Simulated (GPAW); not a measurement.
# How the form of the self-energy moves the gap of CaC2 (I4/mmm), part 2 of 2

How much does the gap of CaC2 (I4/mmm) depend on the approximation to the self-energy?

GPAW 26.7.0; LDA and many-body steps on it, plane waves. Known limits of the many-body steps: not at the basis limit; coarse k mesh.

So far. Step 2 (Empty states on the mesh, 4×4×4 mesh, 317 bands): On this mesh the gap is 1.189 eV. Step 3 (G0W0, Godby-Needs plasmon pole): The gap on the mesh goes from 1.19 eV to 3.07 eV, a correction of +1.89 eV.

### Step 5. G0W0, extrapolated in the cutoff

This step: G0W0 on LDA, plane waves, PAW.

run.py

```python
import json
import numpy as np
from gpaw.mpi import world
from gpaw.response.g0w0 import G0W0

gw = G0W0('full.gpw',
    filename='gw',
    kpts=[0, 10, 12],
    bands=(7, 11),
    ecut=200.0,
    integrate_gamma='WS',
    ppa=True,
    ecut_extrapolation=True)
gw.calculate()
res = {mode: {k: v for k, v in r.items() if k != 'sigma_eskwn'}
       for mode, r in gw.all_results.items()}

if world.rank == 0:
    with open('result.json', 'w') as f:
        json.dump(res, f, default=lambda x: x.tolist())
```

Started as:

```sh
> mpirun -n 4 gpaw python run.py
```

Numbers of over 12 decimals in the logs are rounded to 6 here.

The log of the run:

```text
Using integrator: PointIntegrator
FrequencyGridDescriptor(from 0.000+0.000j to 0.000+27.211j eV, 2 points)
Nonperiodic BCs:  [False False False]
Using integrator: PointIntegrator
FrequencyGridDescriptor(from 0.000+0.000j to 0.000+27.211j eV, 2 points)
Nonperiodic BCs:  [False False False]
  ___  _ _ _
 |   || | | |
 | | || | | |
 |__ ||_____|
 |___|

BZ k-points: Symmetries present (total): 16

  [... matrices ...]
64 k-points: 4 x 4 x 4 Monkhorst-Pack grid + [1/8,1/8,1/8]
13 k-points in the irreducible part of the Brillouin zone
       k-points in crystal coordinates                weights
   0:     0.00000000    0.00000000    0.00000000          1/64
   1:     0.25000000   -0.25000000    0.00000000          4/64
   2:     0.25000000   -0.25000000    0.25000000          4/64
[...]
9:     0.50000000    0.25000000    0.50000000          8/64
          ...
  12:     0.50000000    0.50000000    0.50000000          1/64

Distributing spins, k-points and bands (1 x 3 x 4) over 4 processes
Number of blocks: 1

Quasi particle states:
k-points (IBZ indices): [0, 10, 12]
Band range: (7, 11)
  [... matrices ...]
Computational parameters:
Extrapolating to infinite plane wave cut-off using points at:
  172.355 eV
  184.896 eV
  200.000 eV
Number of bands: 307
Coulomb cutoff: None
Broadening: 0.1 eV

fxc modes: GW
Kernel: RPA
Using Godby-Needs plasmon-pole approximation:
  Fitting energy: i*E0, E0 = 1.000 Hartree
Summing all q:

Calculating screened Coulomb potential
No Coulomb truncation
FrequencyGridDescriptor(from 0.000+0.000j to 0.000+27.211j eV, 2 points)
Removing empty qpoint cache files...

Calculating chi0 body with:
    Ground state adapter containing:
    Number of spins: 1
    Number of kpoints: 64
    Number of irreducible kpoints: 13
[...]
Integral kind: response function
Integrating chi0 head and wings.

Symmetries of q_c:
    Direct symmetries (Uq -> q): 16
    Indirect symmetries (TUq -> q): 0
In total 16 allowed symmetries.

  [... matrices ...]
13 groups of equivalent kpoints. 79.6875% reduction.

Integral kind: response function wings

Calculating chi0 body with:
    Ground state adapter containing:
    Number of spins: 1
    Number of kpoints: 64
    Number of irreducible kpoints: 13
    Number of completely occupied states: 9
    Number of partially occupied states: 9
    Occupied states memory: 1.8984375 M / cpu

    Linear response parametrization:
[... the further q-points ...]
Extrapolating selfenergy to infinite energy cutoff:
  Performing linear fit to 3 points
  Warning: Bad quality of linear fit for some (n,k).
           Higher cutoff might be necessary.
  Minimum R^2 = 0.4500. (R^2 Should be close to 1)
  [... matrices ...]
Results:
f:      Occupation numbers
eps:     KS-eigenvalues [eV]
vxc:     KS vxc [eV]
exx:     Exact exchange [eV]
sigma:   Self-energies [eV]
dsigma:  Self-energy derivatives
Z:       Renormalization factors
qp:      QP-energies [eV]

k-point 0 (0): (0.000, 0.000, 0.000)                GW
band       f     eps     vxc     exx   sigma  dsigma       Z      qp
                                                                   GW
   7   1.000   1.950 -14.796 -17.375   1.090  -0.279   0.782   0.786
   8   1.000   1.950 -14.796 -17.375   1.091  -0.279   0.782   0.786
   9   0.000   6.061 -13.003  -7.155  -4.076  -0.233   0.811   7.497
[...]
k-point 1 (10): (0.500, 0.500, 0.000)                GW
band       f     eps     vxc     exx   sigma  dsigma       Z      qp
                                                                   GW
[...]
k-point 2 (12): (0.500, 0.500, 0.500)                GW
band       f     eps     vxc     exx   sigma  dsigma       Z      qp
                                                                   GW
[...]
9   0.000   6.040 -11.676  -5.656  -4.179  -0.200   0.833   7.574
  10   0.000   8.677 -11.728  -6.265  -4.371  -0.209   0.827   9.581
```

It took 8.1 min on 4 MPI ranks of Arm Neoverse V1, shared host; peak memory 1.4 GiB.

This step gave:

| Property | Result |
| --- | --- |
| quasiparticle gap on the points computed | 3.304 eV |
| least direct quasiparticle gap on the computed points | 4.482 eV |
| Z at the valence top | 0.7729 |
| Z at the conduction bottom | 0.8206 |
| starting gap on the mesh | 1.189 eV |
| k of the valence top | 0.5, 0.5, 0.5 |
| k of the conduction bottom | 0.5, 0.5, 0 |
| gaps at the cutoffs of the extrapolation | 3.162, 3.176, 3.191 eV |

Against G0W0 in GPAW (4×4×4 mesh, 143 bands, screening to 120 eV, Godby-Needs plasmon pole), the gap moves by +0.231 eV.

### Step 6. One-shot Hartree-Fock

This step: one-shot Hartree-Fock levels on LDA orbitals, plane waves, PAW.

run.py

```python
import json
import numpy as np
from gpaw.mpi import world
from gpaw.hybrids.eigenvalues import non_self_consistent_eigenvalues

dft, vxc, vxc_hyb = non_self_consistent_eigenvalues('full.gpw', 'EXX', 7, 11, kpt_indices=[0, 10, 12])
res = {'dft': dft[0], 'hybrid': (dft - vxc + vxc_hyb)[0]}
if world.rank == 0:
    with open('hybrid.txt', 'w') as f:
        for k, e0, e1 in zip([0, 10, 12], res['dft'], res['hybrid']):
            print(k, ' '.join(f'{x:9.4f}' for x in e0), '|', ' '.join(f'{x:9.4f}' for x in e1), file=f)

if world.rank == 0:
    with open('result.json', 'w') as f:
        json.dump(res, f, default=lambda x: x.tolist())
```

Started as:

```sh
> mpirun -n 4 gpaw python run.py
```

The log of the run:

```text
IBZ(<points: 13, symmetries: 16>)
Occupied bands: 9
Transforming wave functions from IBZ to BZ: 0.028 seconds
Distributing wave functions and iFFT-ing to real space: 0.167 seconds
Calculating eigenvalues:
  k-points: 3
  Bands: 7-10 (inclusive)
  Seconds: 1.240 (wave-function broadcasting: 0.013 seconds)
HSE06-eigenvalue shifts:
  min: -4.126 eV
  ave: 1.400 eV
  max: 7.660 eV
```

Elapsed: 4.3 s, on 4 MPI ranks; peak memory 0.85 GiB; 17 s of CPU time.

Numbers from this step:

```
starting gap on the mesh                       : 1.189 eV
hybrid gap on the mesh                         : 9.502 eV
least direct hybrid gap on the computed points : 10.42 eV
```

### Step 7. G0W0, full frequency, Hilbert transform

This step: G0W0 on LDA, plane waves, PAW.

run.py

```python
import json
import numpy as np
from gpaw.mpi import world
from gpaw.response.g0w0 import G0W0

gw = G0W0('full.gpw',
    filename='gw',
    kpts=[0, 10, 12],
    bands=(7, 11),
    ecut=120,
    nbands=143,
    integrate_gamma='WS',
    frequencies={'type': 'nonlinear', 'domega0': 0.1, 'omega2': 15.0},
    eta=0.1,
    nblocksmax=True)
gw.calculate()
res = {mode: {k: v for k, v in r.items() if k != 'sigma_eskwn'}
       for mode, r in gw.all_results.items()}

if world.rank == 0:
    with open('result.json', 'w') as f:
        json.dump(res, f, default=lambda x: x.tolist())
```

Started as:

```sh
> mpirun -n 4 gpaw python run.py
```

The log of the run:

```text
Using integrator: PointIntegrator
NonLinearFrequencyDescriptor(from 0.000 to 148.148 eV, 292 points)
Nonperiodic BCs:  [False False False]
Using integrator: PointIntegrator
NonLinearFrequencyDescriptor(from 0.000 to 148.148 eV, 292 points)
Nonperiodic BCs:  [False False False]
  ___  _ _ _
 |   || | | |
 | | || | | |
 |__ ||_____|
 |___|

BZ k-points: Symmetries present (total): 16

  [... matrices ...]
64 k-points: 4 x 4 x 4 Monkhorst-Pack grid + [1/8,1/8,1/8]
13 k-points in the irreducible part of the Brillouin zone
[...]
9   0.000   6.061 -13.003  -7.155  -3.832  -0.270   0.787   7.648
[...]
k-point 1 (10): (0.500, 0.500, 0.000)                GW
band       f     eps     vxc     exx   sigma  dsigma       Z      qp
                                                                   GW
[...]
k-point 2 (12): (0.500, 0.500, 0.500)                GW
band       f     eps     vxc     exx   sigma  dsigma       Z      qp
                                                                   GW
[...]
9   0.000   6.040 -11.676  -5.656  -3.983  -0.242   0.805   7.680
  10   0.000   8.677 -11.728  -6.265  -4.125  -0.242   0.805   9.754
```

Run time: 1.9 min. Hardware: 4 MPI ranks; peak memory 1.4 GiB.

Numbers from this step:

```
G0W0 gap on the points computed              : 3.052 eV
least direct G0W0 gap on the computed points : 4.233 eV
starting gap on the mesh                     : 1.189 eV
k of the valence top                         : 0.5, 0.5, 0.5
k of the conduction bottom                   : 0.5, 0.5, 0
```

Against G0W0 in GPAW (4×4×4 mesh, 143 bands, screening to 120 eV, Godby-Needs plasmon pole), the gap moves by −0.022 eV.

### Step 8. The runs together

Times are wall times on 4 MPI ranks of Arm Neoverse V1, shared host, good to a factor of about two.

| run | mesh | bands | screening cutoff (eV) | DFT gap (eV) | gap on the mesh (eV) | direct (eV) | time |
| --- | --- | --- | --- | --- | --- | --- | --- |
| G0W0, Godby-Needs plasmon pole | 4×4×4 | 143 | 120 | 1.189 | 3.074 | 4.299 | 71 s |
| one-shot HSE06 | 4×4×4 | - | - | 1.189 | 2.679 | 3.824 | 4 s |
| G0W0, extrapolated in the cutoff | 4×4×4 | - | 200 | 1.189 | 3.304 | 4.482 | 8.1 min |
| one-shot Hartree-Fock | 4×4×4 | - | - | 1.189 | 9.502 | 10.417 | 4.3 s |
| G0W0, full frequency, Hilbert transform | 4×4×4 | 143 | 120 | 1.189 | 3.052 | 4.233 | 1.9 min |

### Step 9. Outcome

```json
{
 "G0W0, Godby-Needs plasmon pole": "3.074 eV",
 "one-shot HSE06": "2.679 eV",
 "G0W0, extrapolated in the cutoff": "3.304 eV",
 "one-shot Hartree-Fock": "9.502 eV",
 "G0W0, full frequency, Hilbert transform": "3.052 eV",
 "known limits": "not at the basis limit; coarse k mesh"
}
```

**Reading.** One-shot HSE06: −0.394 eV against G0W0, Godby-Needs plasmon pole. G0W0, extrapolated in the cutoff: +0.231 eV against G0W0, Godby-Needs plasmon pole, at other bands or cutoff, so not like for like. One-shot Hartree-Fock: +6.429 eV against G0W0, Godby-Needs plasmon pole. G0W0, full frequency, Hilbert transform: −0.022 eV against G0W0, Godby-Needs plasmon pole. Bare exchange alone opens the gap to 9.50 eV; against G0W0, correlation takes back 6.43 eV. One-shot hybrid levels are evaluated on the LDA orbitals. Bands and cutoff are finite, so the gap is not at the basis limit. The miss can reach some tenths of an eV and take either sign; the mesh is an error of its own. These stock PAW sets were not made for GW. In the G0W0 runs levels were corrected at 3 k points alone, so a gap called «on the mesh» is the least over those, and an edge elsewhere would be missed. The program warns of a poor linear fit in the extrapolation of some level, so the extrapolated values are rough. The 4×4×4 mesh is coarse for this cell, which bears on the long-range parts of exchange and screening.

[Paths, hosts, dates, memory and timing lines, banners, echoed tables and standing remarks are left out of the program output.]

[Logs are printed without paths, hosts, clocks, repeated set-up lines and the standing remarks that a program may print on its own settings, such as how far it seeks lower states.]

[Runs of the session that timed out or met a known fault of the program may be left out.]

[Hosts, paths, dates, database ids (printed as entryN), source tags and the programs' standing remarks are cut or masked in the printed files.]
